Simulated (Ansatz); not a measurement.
# CaI2 monolayer (1T): from the cell to its phonons

Task: relax CaI2 monolayer (1T), then find its harmonic phonons.

Main program and level: Ansatz 0.2.0; DFT PBEsol, scalar-relativistic, plane waves, PAW.

### 1. The structure

The cell holds 3 atoms: 1 Ca and 2 I. Its edges and angles: a = 4.450 Å, b = 4.450 Å, c = 20.000 Å, α = 90.0°, β = 90.0°, γ = 120.0°. Vacuum lies along c.

As a file:

```cif
data_structure
_symmetry_space_group_name_H-M 'P 1'
_symmetry_Int_Tables_number 1
_cell_length_a 4.4500
_cell_length_b 4.4500
_cell_length_c 20.0000
_cell_angle_alpha 90.000
_cell_angle_beta 90.000
_cell_angle_gamma 120.000
_cell_volume 342.99
loop_
_atom_site_label
_atom_site_type_symbol
_atom_site_fract_x
_atom_site_fract_y
_atom_site_fract_z
_atom_site_occupancy
Ca1 Ca 0.00000 0.00000 0.50000 1
I2 I 0.33333 0.66667 0.58250 1
I3 I 0.66667 0.33333 0.41750 1
```

### 2. Relaxation

Harmonic phonons are second derivatives at a point where the forces vanish, and they are wanted at zero stress, so atoms and cell are relaxed first.

The program solves this slab on a cell height of its own, 30.4 Å, in place of the one typed.

input.yaml

```yaml
crystal:
  lattice:
    - [4.45, 0.0, 0.0]
    - [-2.225, 3.85381, 0.0]
    - [0.0, 0.0, 20.0]
  atoms:
    - { symbol: Ca, position: [0.0, 0.0, 0.5] }
    - { symbol: I, position: [0.333333, 0.666667, 0.5825] }
    - { symbol: I, position: [0.666667, 0.333333, 0.4175] }
  periodic: [true, true, false]
kpoints:
  mp_grid: { grid: [6, 6, 1] }
hamiltonian:
  xc: pbesol
scf:
  occupations: { method: gaussian, width: 0.02 }
output:
  forces: true
  stress: true
  eigenvalues: true
  write_density: true
  write_potential: true
  elf: true
  volumetric_format: npy
relax:
  adjacent_minimum: "off"
  f_tol: 0.005
  max_steps: 80
  cell: { stress_2d_tol: 0.02 }
```

The run is started by

```sh
$ ansatz run input.yaml --threads 8 --pin off --max-ram 14336MiB --backend cpu --events-out ev --progress --plain --runs-dir out
```

Numbers of over 12 decimals in the logs are rounded to 6 here.

What it wrote:

```text
Warning: crystal.periodic: the lattice vector that does not repeat stood 0.000° off the slab's normal, 20.000 Å along it as the deck builds it. The run solves the slab on a vector along the normal, 30.400 Å long, with every atom where it was (on the deck's vector they left 16.70 Å outside them, and the widest stretch free of ions among them is 1.65 Å). A fractional position that the run reports is one of the run's ce [...]
Warning: the atoms were moved onto the symmetric positions of the space group found under crystal.symmetry.tolerance 1.0e-5 (fractional; no operation is sought that the atoms, as they stand in a round, miss by more than twice it, and no atom is moved by as much as it), and the run uses the moved positions. Before a round's move an operation carried an atom to 4.45e-6 Å from where it should land, the largest such dist [...]
crystal.periodic: the lattice vector that does not repeat stood 0.000° off the slab's normal, 20.000 Å along it as the deck builds it. The run solves the slab on a vector along the normal, 30.400 Å long, with every atom where it was (on the deck's vector they left 16.70 Å outside them, and the widest stretch free of ions among them is 1.65 Å). A fractional position that the run reports is one of the run's cell, which [...]
Engine: ansatz 0.2.0, aarch64-unknown-linux-gnu
Pseudopotentials: kind: paw
Pseudopotential: Ca, paw, valence charge 10, recommended cutoff 420 eV (normal), Ca.paw.azcp
Pseudopotential: I, paw, valence charge 17, recommended cutoff 420 eV (normal), I.paw.azcp
Functional definition: PBEsol
  exchange = pbesol_x
  correlation = pbesol_c
Crystal: 3 atoms, lattice volume = 521.343 Å³
Basis set: ecut = 420 eV, 10247 PW (Γ), exchange–correlation on 60×60×432 points (8 copies of the dense FFT grid, shifted against one another)
Bands: 27, of which v1, the nominal top of the filled ones, is band 22 counted from 1 (21 counted from 0)
Symmetry: 12 space group operations
Space group: P-3m1 (ITA 164), of the structure as read, at distance tolerance 8.0e-5 Å
k-points: 7 of 36
Non-local potential: Ca, projectors of the file, l = 0: 3, l = 1: 2, l = 2: 2
Non-local potential: I, projectors of the file, l = 0: 2, l = 1: 2, l = 2: 2, l = 3: 2
PAW form: soft (Blöchl's): semilocal exchange-correlation on the pseudo side does not see the compensation charge
PAW frozen core: Ca, regenerated for the run's functional, and the local potential with it (the file was generated under x = pbe(κ = 0.804, μ = 0.219515), c = pbe(β = 0.066725))
PAW frozen core: I, regenerated for the run's functional, and the local potential with it (the file was generated under x = pbe(κ = 0.804, μ = 0.219515), c = pbe(β = 0.066725))
PAW one-centre angular grid: Ca, 110 points (default); XC on 64 Gauss nodes
PAW one-centre angular grid: I, 590 points (default); XC on 64 Gauss nodes
Initial density: superposition of atomic densities (neutral atoms: chi_scale 0, normalization atom), corrected by the library's trained network
Initial wavefunctions: pseudopotential atomic-orbital guess
Functional: x = pbesol(κ = 0.804, μ = 0.123457), c = pbesol(β = 0.046)
SCF iter   1: F=—  HF=-16663.129495 eV  |F-HF|=—  |Δ(HF+E_count)|=         —  Δρ=1.02e-3  dr2=6.52e-3  ethr=1.77e-3  ⟨swp⟩=23.3  Hψ=1841  notcnv=0
preconditioner: auto → Resta (q_TF=auto, 1.807 Å⁻¹)  ε∞=1.5  [insulator: Δε(μ)=3.871 eV  Ē_g=8.950 eV  σ=0.020 eV  W_gap=1.00  n_scr=58 (ndim 8)  ℏωp=6.5 eV  f_vac=0.765  D(μ)=0.00/eV (n_scr^D=0)  ε∞_Penn≈1.5  vacuum switching on, ρ_ref=5.8e-3 e/Å³]
SCF iter   2: F=—  HF=-16663.128735 eV  |F-HF|=—  |Δ(HF+E_count)|=   7.60e-4  Δρ=4.98e-4  dr2=8.64e-4  ethr=1.48e-5  ⟨swp⟩=4.4  Hψ=503  notcnv=0  defer=7
SCF iter   3: F=—  HF=-16663.129220 eV  |F-HF|=—  |Δ(HF+E_count)|=   4.85e-4  Δρ=1.69e-4  dr2=2.07e-4  ethr=1.96e-6  ⟨swp⟩=3.4  Hψ=389  notcnv=0  defer=7
SCF iter   4: F=—  HF=-16663.129274 eV  |F-HF|=—  |Δ(HF+E_count)|=   5.46e-5  Δρ=5.66e-5  dr2=1.36e-5  ethr=4.70e-7  ⟨swp⟩=2.7  Hψ=270  notcnv=0  defer=7
SCF iter   5: F=—  HF=-16663.129423 eV  |F-HF|=—  |Δ(HF+E_count)|=   1.49e-4  Δρ=9.08e-6  dr2=8.22e-7  ethr=3.09e-8  ⟨swp⟩=3.4  Hψ=357  notcnv=0  defer=7
SCF iter   6: F=-16663.129423 eV  HF=-16663.129423 eV  |F-HF|=1.23e-7  |Δ(HF+E_count)|=   9.87e-8  Δρ=3.03e-6  dr2=3.29e-8  ethr=2.27e-10  ⟨swp⟩=23.6  Hψ=1857  notcnv=0
SCF 1 converged in 6 iterations: F = -16663.129423 eV  dr2 = 3.29e-8
  greatest PAW one-centre occupation: 0.999 electrons in one spin orbital (limit 2), on the I atom at site 2 (counted from 0), in its partial waves of l = 2
relax step   1: F+E_penalty+E_count = -16663.12942306 eV  Δ(F+E_penalty+E_count) = +0.000e0 eV  max|allowed force component| = 3.881e-1 eV/Å  Δτ_max = 0.0000 Å  P = +0.768 N/m  Ω = 521.343 Å³  fix = [c, alpha, beta]  reactions: c +0.000 N/m  (6 SCF iters, dr2 threshold 1.00e-7 eV, accepted)
Crystal: 3 atoms, lattice volume = 517.805 Å³
Basis set: ecut = 420 eV, 10199 PW (Γ), exchange–correlation on 60×60×432 points (8 copies of the dense FFT grid, shifted against one another)
Initial density: handed on by an earlier stage of this run
Initial wavefunctions: those handed on with the density
iter 1 solved again at ethr=1.81e-4 eV; its pass at ethr=3.10e-3 eV (dr2=7.98e-2 eV) is discarded
SCF iter   1: F=—  HF=-16663.176341 eV  |F-HF|=—  |Δ(HF+E_count)|=         —  Δρ=2.05e-3  dr2=5.61e-2  ethr=1.81e-4  ⟨swp⟩=2.3  Hψ=1357  notcnv=0
preconditioner: auto → Resta (q_TF=auto, 1.809 Å⁻¹)  ε∞=1.5  [insulator: Δε(μ)=3.838 eV  Ē_g=8.920 eV  σ=0.020 eV  W_gap=1.00  n_scr=58 (ndim 8)  ℏωp=6.5 eV  f_vac=0.755  D(μ)=0.00/eV (n_scr^D=0)  ε∞_Penn≈1.5  vacuum switching on, ρ_ref=5.8e-3 e/Å³]
SCF iter   2: F=—  HF=-16663.164025 eV  |F-HF|=—  |Δ(HF+E_count)|=   1.23e-2  Δρ=1.05e-3  dr2=7.12e-3  ethr=1.28e-4  ⟨swp⟩=4.1  Hψ=392  notcnv=0  defer=1
SCF iter   3: F=—  HF=-16663.162480 eV  |F-HF|=—  |Δ(HF+E_count)|=   1.54e-3  Δρ=5.41e-4  dr2=9.70e-4  ethr=1.62e-5  ⟨swp⟩=4.7  Hψ=462  notcnv=0  defer=1
SCF iter   4: F=—  HF=-16663.162426 eV  |F-HF|=—  |Δ(HF+E_count)|=   5.42e-5  Δρ=1.32e-4  dr2=6.74e-5  ethr=2.20e-6  ⟨swp⟩=2.1  Hψ=224  notcnv=0  defer=1
SCF iter   5: F=—  HF=-16663.162568 eV  |F-HF|=—  |Δ(HF+E_count)|=   1.43e-4  Δρ=1.73e-5  dr2=1.73e-6  ethr=1.53e-7  ⟨swp⟩=3.4  Hψ=405  notcnv=0  defer=1
SCF iter   6: F=-16663.162570 eV  HF=-16663.162570 eV  |F-HF|=1.33e-7  |Δ(HF+E_count)|=   1.39e-6  Δρ=3.82e-6  dr2=6.57e-8  ethr=6.82e-10  ⟨swp⟩=20.1  Hψ=1832  notcnv=0
[...]
SCF iter   1: F=—  HF=-16663.169925 eV  |F-HF|=—  |Δ(HF+E_count)|=         —  Δρ=6.37e-4  dr2=5.05e-3  ethr=1.03e-5  ⟨swp⟩=3.7  Hψ=1238  notcnv=0
preconditioner: auto → Resta (q_TF=auto, 1.808 Å⁻¹)  ε∞=1.5  [insulator: Δε(μ)=3.713 eV  Ē_g=8.799 eV  σ=0.020 eV  W_gap=1.00  n_scr=58 (ndim 8)  ℏωp=6.5 eV  f_vac=0.758  D(μ)=0.00/eV (n_scr^D=0)  ε∞_Penn≈1.5  vacuum switching on, ρ_ref=5.6e-3 e/Å³]
SCF iter   2: F=—  HF=-16663.168832 eV  |F-HF|=—  |Δ(HF+E_count)|=   1.09e-3  Δρ=2.96e-4  dr2=6.30e-4  ethr=1.03e-5  ⟨swp⟩=3.4  Hψ=355  notcnv=0
SCF iter   3: F=—  HF=-16663.168699 eV  |F-HF|=—  |Δ(HF+E_count)|=   1.33e-4  Δρ=1.63e-4  dr2=8.11e-5  ethr=1.43e-6  ⟨swp⟩=3.1  Hψ=364  notcnv=0
SCF iter   4: F=—  HF=-16663.168831 eV  |F-HF|=—  |Δ(HF+E_count)|=   1.32e-4  Δρ=3.16e-5  dr2=4.08e-6  ethr=1.84e-7  ⟨swp⟩=2.0  Hψ=224  notcnv=0
iter 5 did not close the SCF: its close was put off until two iterations running show no level that it waits for move by more than its bar (scf_convergence_deferred on its scf_iter line)
SCF iter   5: F=-16663.168831 eV  HF=-16663.168831 eV  |F-HF|=2.06e-7  |Δ(HF+E_count)|=   1.77e-7  Δρ=4.77e-6  dr2=1.40e-7  ethr=6.82e-10  ⟨swp⟩=15.6  Hψ=1898  notcnv=0
SCF iter   6: F=-16663.168831 eV  HF=-16663.168831 eV  |F-HF|=2.88e-8  |Δ(HF+E_count)|=   1.92e-7  Δρ=1.13e-6  dr2=5.12e-9  ethr=3.17e-10  ⟨swp⟩=9.0  Hψ=1413  notcnv=0
SCF 3 converged in 6 iterations: F = -16663.168831 eV  dr2 = 5.12e-9
relax step   3: F+E_penalty+E_count = -16663.16883096 eV  Δ(F+E_penalty+E_count) = -6.261e-3 eV  max|allowed force component| = 6.748e-3 eV/Å  Δτ_max = 0.0422 Å  P = -0.037 N/m  Ω = 518.796 Å³  energy of the carried Pulay correction = +5.216e-5 eV  fix = [c, alpha, beta]  reactions: c -0.000 N/m  (6 SCF iters, dr2 threshold 3.00e-7 eV, accepted)
[...]
relax step   4: F+E_penalty+E_count = -16663.16886070 eV  Δ(F+E_penalty+E_count) = -2.973e-5 eV  max|allowed force component| = 2.531e-4 eV/Å  Δτ_max = 0.0012 Å  P = -0.017 N/m  Ω = 518.517 Å³  energy of the carried Pulay correction = +5.788e-5 eV  fix = [c, alpha, beta]  reactions: c -0.000 N/m  (5 SCF iters, dr2 threshold 2.85e-9 eV, accepted)
Initial wavefunctions: pseudopotential atomic-orbital guess (no wavefunctions were taken with the density)
iter 1 solved again at ethr=1.28e-5 eV; its pass at ethr=3.10e-3 eV (dr2=5.65e-3 eV) is discarded
SCF iter   1: F=—  HF=-16663.168651 eV  |F-HF|=—  |Δ(HF+E_count)|=         —  Δρ=8.01e-6  dr2=3.45e-7  ethr=1.28e-5  ⟨swp⟩=4.1  Hψ=2279  notcnv=0
eigensolver tolerance schedule: the retry pair's looser diagonalisation over-reported the residual by 16384.25 of it (diagonalisation noise at an unbounded share of the residual, at the tolerance the schedule requests for it); recorded, not acted on — ethr = c·dr2/N_el stays at c = 1.0e-1
preconditioner: auto → Resta (q_TF=auto, 1.809 Å⁻¹)  ε∞=1.5  [insulator: Δε(μ)=3.753 eV  Ē_g=8.842 eV  σ=0.020 eV  W_gap=1.00  n_scr=58 (ndim 8)  ℏωp=6.5 eV  f_vac=0.758  D(μ)=0.00/eV (n_scr^D=0)  ε∞_Penn≈1.5  vacuum switching on, ρ_ref=5.7e-3 e/Å³]
SCF iter   2: F=—  HF=-16663.168804 eV  |F-HF|=—  |Δ(HF+E_count)|=   1.53e-4  Δρ=5.72e-6  dr2=3.87e-7  ethr=7.83e-10  ⟨swp⟩=5.6  Hψ=610  notcnv=0
SCF iter   3: F=—  HF=-16663.168803 eV  |F-HF|=—  |Δ(HF+E_count)|=   9.97e-8  Δρ=3.06e-6  dr2=6.47e-8  ethr=7.83e-10  ⟨swp⟩=2.0  Hψ=230  notcnv=0
SCF iter   4: F=—  HF=-16663.168803 eV  |F-HF|=—  |Δ(HF+E_count)|=   1.73e-8  Δρ=1.81e-6  dr2=2.00e-8  ethr=1.47e-10  ⟨swp⟩=2.9  Hψ=336  notcnv=0
SCF iter   5: F=—  HF=-16663.168803 eV  |F-HF|=—  |Δ(HF+E_count)|=   6.42e-9  Δρ=5.11e-7  dr2=9.09e-10  ethr=4.55e-11  ⟨swp⟩=3.1  Hψ=389  notcnv=0
SCF iter   6: F=—  HF=-16663.168803 eV  |F-HF|=—  |Δ(HF+E_count)|=  3.27e-10  Δρ=1.17e-7  dr2=4.01e-11  ethr=2.07e-12  ⟨swp⟩=2.1  Hψ=356  notcnv=0
SCF iter   7: F=—  HF=-16663.168803 eV  |F-HF|=—  |Δ(HF+E_count)|=  3.64e-11  Δρ=2.65e-8  dr2=4.59e-12  ethr=1.00e-12  ⟨swp⟩=2.0  Hψ=234  notcnv=0
SCF iter   8: F=-16663.168803 eV  HF=-16663.168803 eV  |F-HF|=5.09e-11  |Δ(HF+E_count)|=  2.18e-11  Δρ=1.02e-8  dr2=4.91e-13  ethr=1.00e-12  ⟨swp⟩=9.6  Hψ=1021  notcnv=0
SCF 5 converged in 8 iterations: F = -16663.168803 eV  dr2 = 4.91e-13
relax step   5: F+E_penalty+E_count = -16663.16880338 eV  Δ(F+E_penalty+E_count) = +5.731e-5 eV  max|allowed force component| = 2.535e-4 eV/Å  Δτ_max = 0.0000 Å  P = -0.017 N/m  Ω = 518.517 Å³  fix = [c, alpha, beta]  reactions: c -0.000 N/m  stress off target by 1.72e-2 N/m on what of the cell is left free  SCF on the basis re-selected at this cell (its energy is not comparable with the rows above)  (8 SCF iters)
basis re-selected at this cell: Δ(F+E_penalty+E_count) = +5.731e-5 eV, ΔP = +0.000 N/m vs the last step (what re-selecting the basis moved, of the pressure what is left beyond the Pulay correction that the steps carried, after the strain that the cell walked since its last selection, with what the two solves' SCF thresholds leave and, on support functions, any second-order correction that the steps lacked; it is no m [...]
WARN: The output density's exchange-correlation potential varies sharply where the density is thin. Do not read a vacuum level from v_tot or v_xc, or from such a field of the output density. On a cell that repeats whose density bears no net charge and no dipole along the vacuum's axis use v_es (v_loc + v_h of the components); under efield.dipole_correction with no amplitude use v_es + v_field, which holds any externa [...]
SCF converged after 8 iterations
Free energy (F): -16663.168803 eV
Harris-Foulkes:  -16663.168803 eV  (|F-HF|=5.09e-11)
Internal energy: -16663.168803 eV  (E = F + TS)
E sigma→0 (E₀):  -16663.168803 eV
Fermi energy:    -4.793371 eV
--- Per-component energies (eV) ---
  E_band       = -1415.116906
  E_kinetic    = 656.017690
  E_local      = -63684.529323  (includes V_loc(G=0)·N_el)
  E_nonlocal   = -112.162038
  E_hartree    = 31526.692081
  E_xc         = -389.897659
  E_vxc        = -426.800647  (∫ρ·V_xc dr)
  E_paw        = -10311.147007  (= ΣΔE_a)
  E_vpaw       = -901.026779  (= ΣTr[D̂ρ^β])
  E_aug_tail   = 0.000011  (compensation charges beyond the density's cutoff)
  E_ewald      = 25650.914363
  E_core_change = 0.943078  (= ΣΔE_core)
  E_smearing   = -0.000000  (= −TS)
  E_closure    = 0.000000  (closes the sum)
  Σ components = -16663.168803   (vs F -16663.168803, Δ=0.00e0)
--- Forces (eV/Å), atoms counted from 1 ---
  atom   1  Ca     0.00000000    -0.00000000     0.00000000
  atom   2  I      0.00000000     0.00000000    -0.00025349
  atom   3  I     -0.00000000    -0.00000000     0.00025349
  max |Σ_I F_I| component: 5.78e-19 eV/Å
--- 2D stress c σ (N/m, compression-positive) ---
       -0.017241       0.000000      -0.000000
        0.000000      -0.017241      -0.000000
       -0.000000      -0.000000      -0.000000
  P = ½ c Tr σ = -0.0172 N/m
--- Band table (eV; the first three rows and the last of 7) ---
  k-point 0: bands = [... 18 lower, -7.3531, -7.0911, -6.6699, -6.6699, -2.1700, -2.0504, -2.0504, -1.6687, ... 1 higher]
  k-point 1: bands = [... 18 lower, -7.3808, -7.3044, -6.9421, -6.8487, -2.3482, -1.7625, -1.7111 (-1.7111°), -1.3634, ... 1 higher]
  k-point 2: bands = [... 18 lower, -7.8024, -7.4231, -7.1722, -7.1299, -2.7540, -1.3631, -1.2481, -0.8793, ... 1 higher]
  k-point 6: bands = [... 18 lower, -8.3908, -7.8097, -7.4442, -7.4442, -1.7475, -1.5614, -1.5614, -0.5893, ... 1 higher]
  ° read free of the cell's end (the report's vacuum.weakly_bound_levels)
--- Relaxed structure (4 steps of the walk, 4 accepted, 1 SCFs on fresh bases) ---
  F+E_penalty+E_count = -16663.16880338 eV   max|allowed force component| = 2.535e-4 eV/Å   (the final SCF, on the basis selected at the relaxed cell)
  cell:  # Å, volume = 518.5171 Å³
    - [4.437920, 0.0, 0]
    - [-2.218960, 3.843351, 0]
    - [0, 0, 30.400000]
  atoms:
    - { symbol: Ca, position: [0, 0, 0.328947] }
    - { symbol: I, position: [0.333333, 0.666667, 0.386793] }
    - { symbol: I, position: [0.666667, 0.333333, 0.271101] }
```

It took 6.8 s on 8 threads of Arm Neoverse V1, shared host; peak memory 0.93 GiB.

The steps of the relaxation:

```
step  energy less that of the first step (eV)  largest force component (eV/Å)  volume (Å³)
   1                                   0.0000                          0.3881       521.34
   2                                  -0.0331                          0.1493       517.81
   3                                  -0.0394                          0.0067       518.80
   4                                  -0.0394                          0.0003       518.52
  5*                                  -0.0394                          0.0003       518.52
```

Relaxation steps marked * repeat the geometry before them on a plane-wave basis chosen anew for their cell, so energy and pressure can jump there.

The run keeps the 12 symmetry operations that it works with, so distortions that break them were not tested.

```
cell as run  before  after  change
      a (Å)   4.450  4.438  -0.3 %
      b (Å)   4.450  4.438  -0.3 %
```

The atoms that moved most (Å, along periodic axes as changes of fractional coordinates times the final cell, across vacuum about the mean position):

```
atom     dx     dy      dz  length
  I2  0.000  0.000   0.109   0.109
  I3  0.000  0.000  -0.109   0.109
```

The relaxed structure:

```xyz
3
Lattice="4.4379 0.0000 0.0000 -2.2190 3.8434 0.0000 0.0000 0.0000 30.4000" Properties=species:S:1:pos:R:3
Ca    0.0000    0.0000   10.0000
I     0.0000    2.5622   11.7585
I     2.2190    1.2811    8.2415
```

This step gave:

* gap on the k-mesh: 3.753 eV
* direct gap on mesh: 4.376 eV
* area per atom: 5.685 Å²

Valence density in the ac plane at fractional y = 0.333, with atoms of I within 0.2 Å of it. It is the smooth field of the valence electrons, not physical close to the nuclei.

Values in e/Å³, 24 rows by 14 columns, each cell a mean:
```
 0  0  0  0  0  0  0  0  0  0  0  0  0  0
 0  0  0  0  0  0  0  0  0  0  0  0  0  0
 0  0  0  0  0  0  0  0  0  0  0  0  0  0
 0  0  0  0  0  0  0  0  0  0  0  0  0  0
 0  0  0  0  0  0  0  0  0  0  0  0  0  0
 0  0  0  0  0  0  0  0  0  0  0  0  0  0
 0  0  0  0  0  0  0  0  0  0  0  0  0  0
 0  0  0  0  0  0  0  0  0  0  0  0  0  0
 0  0  0  0  0  0  0  0  0  0  0  0  0  0
 0  0  0  0  0  0  0  0  0  0  0  0  0  0
 0  0  0  0  0  0  0  0  0  0  0  0  0  0
 0  0  0  0  0  0  0  0  0  0  0  0  0  0
 0  0  0  0  0  0  0  0  0  0  0  0  0  0
 0  0  0  0  0  0  0  0  0  0  0  0  0  0
 0  0  0  0  0  0  0  0  0  0  0  0  0  0
 0  0  0  0  0  0  0  0  0  0  0  0  0  0
 0  0  0  0  0  0  0  0  1  1  1  0  0  0
 0  0  0  0  0  0  1  2  7 11  9  3  1  0
 0  0  0  0  0  0  0  0  0  0  0  0  0  0
 0  0  0  0  0  0  0  0  0  0  0  0  0  0
 0  0  0  0  0  0  0  0  0  0  0  0  0  0
 0  0  0  0  0  0  0  0  0  0  0  0  0  0
 0  0  0  0  0  0  0  0  0  0  0  0  0  0
 0  0  0  0  0  0  0  0  0  0  0  0  0  0
```
Columns run along a (4.4 Å), rows up along c (30.4 Å). Atoms in or near the plane, at fractional coordinates: I at (0.67, 0.27).

ELF in the ac plane at fractional y = 0.333, with atoms of I within 0.2 Å of it. It is the smooth field of the valence electrons, not physical close to the nuclei.

Values, 24 rows by 14 columns, each cell a mean:
```
0.00 0.00 0.00 0.00 0.00 0.00 0.00 0.00 0.00 0.00 0.00 0.00 0.00 0.00
0.00 0.00 0.00 0.00 0.00 0.00 0.00 0.00 0.00 0.00 0.00 0.00 0.00 0.00
0.00 0.00 0.00 0.00 0.00 0.00 0.00 0.00 0.00 0.00 0.00 0.00 0.00 0.00
0.00 0.00 0.00 0.00 0.00 0.00 0.00 0.00 0.00 0.00 0.00 0.00 0.00 0.00
0.00 0.00 0.00 0.00 0.00 0.00 0.00 0.00 0.00 0.00 0.00 0.00 0.00 0.00
0.00 0.00 0.00 0.00 0.00 0.00 0.00 0.00 0.00 0.00 0.00 0.00 0.00 0.00
0.00 0.00 0.00 0.00 0.00 0.00 0.00 0.00 0.00 0.00 0.00 0.00 0.00 0.00
0.00 0.00 0.00 0.00 0.00 0.00 0.00 0.00 0.00 0.00 0.00 0.00 0.00 0.00
0.00 0.00 0.00 0.00 0.00 0.00 0.00 0.00 0.00 0.00 0.00 0.00 0.00 0.00
0.00 0.00 0.00 0.00 0.00 0.00 0.00 0.00 0.00 0.00 0.00 0.00 0.00 0.00
0.00 0.00 0.00 0.00 0.00 0.00 0.00 0.00 0.00 0.00 0.00 0.00 0.00 0.00
0.00 0.00 0.00 0.00 0.00 0.00 0.00 0.00 0.00 0.00 0.00 0.00 0.00 0.00
0.02 0.04 0.05 0.04 0.03 0.01 0.00 0.00 0.00 0.00 0.00 0.00 0.00 0.01
0.36 0.45 0.49 0.46 0.38 0.25 0.11 0.03 0.01 0.00 0.00 0.02 0.08 0.20
0.72 0.77 0.78 0.77 0.72 0.60 0.35 0.13 0.03 0.01 0.02 0.08 0.27 0.54
0.31 0.34 0.35 0.35 0.32 0.26 0.16 0.10 0.09 0.09 0.09 0.08 0.13 0.22
0.22 0.08 0.03 0.05 0.17 0.38 0.56 0.62 0.62 0.60 0.61 0.62 0.58 0.45
0.62 0.25 0.05 0.17 0.53 0.75 0.69 0.58 0.36 0.33 0.33 0.53 0.67 0.75
0.29 0.07 0.01 0.04 0.22 0.48 0.64 0.70 0.72 0.72 0.72 0.71 0.66 0.55
0.02 0.00 0.00 0.00 0.01 0.05 0.11 0.15 0.19 0.20 0.20 0.17 0.12 0.07
0.00 0.00 0.00 0.00 0.00 0.00 0.00 0.00 0.00 0.01 0.01 0.00 0.00 0.00
0.00 0.00 0.00 0.00 0.00 0.00 0.00 0.00 0.00 0.00 0.00 0.00 0.00 0.00
0.00 0.00 0.00 0.00 0.00 0.00 0.00 0.00 0.00 0.00 0.00 0.00 0.00 0.00
0.00 0.00 0.00 0.00 0.00 0.00 0.00 0.00 0.00 0.00 0.00 0.00 0.00 0.00
```
Columns run along a (4.4 Å), rows up along c (30.4 Å). Atoms in or near the plane, at fractional coordinates: I at (0.67, 0.27).

(Part 1 of 3 ends here.)

[Logs are printed without paths, hosts, clocks, repeated set-up lines and the standing remarks that a program may print on its own settings, such as how far it seeks lower states.]

[Hosts, paths, dates, database ids (printed as entryN), source tags and the programs' standing remarks are cut or masked in the printed files.]
